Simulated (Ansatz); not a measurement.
# From spin parameters to the magnetic ion

A crystal has the composition K2NaMF6, where M is a 3d element. A calculation (PBE+U, spin-orbit coupling in second variation, Ansatz) gives:

| Quantity | Value |
| --- | --- |
| S | 2 |
| g | ⊥ 1.9994, ∥ 1.9872 |
| D, with anisotropic exchange | -2.94 cm⁻¹ (-88.2 GHz) |
| moment in its sphere | 3.34 μB |

Q: Name the magnetic ion and its oxidation state.

The crystal is K2NaMnF6, space group I4/mmm. The spin sits on Mn, with 6 F at 1.91 to 2.11 Å round it. With the usual charges of the other elements M must be +3. High-spin ions of that charge with S = 2 are d4 and d6, Mn and Co; the sign of the g shift picks Mn³⁺ high-spin d⁴. Low-spin ions are left aside. The shift is negative: in a shell less than half full the orbital moment opposes the spin.

[Hosts, paths, dates, database ids (printed as entryN), source tags and the programs' standing remarks are cut or masked in the printed files.]
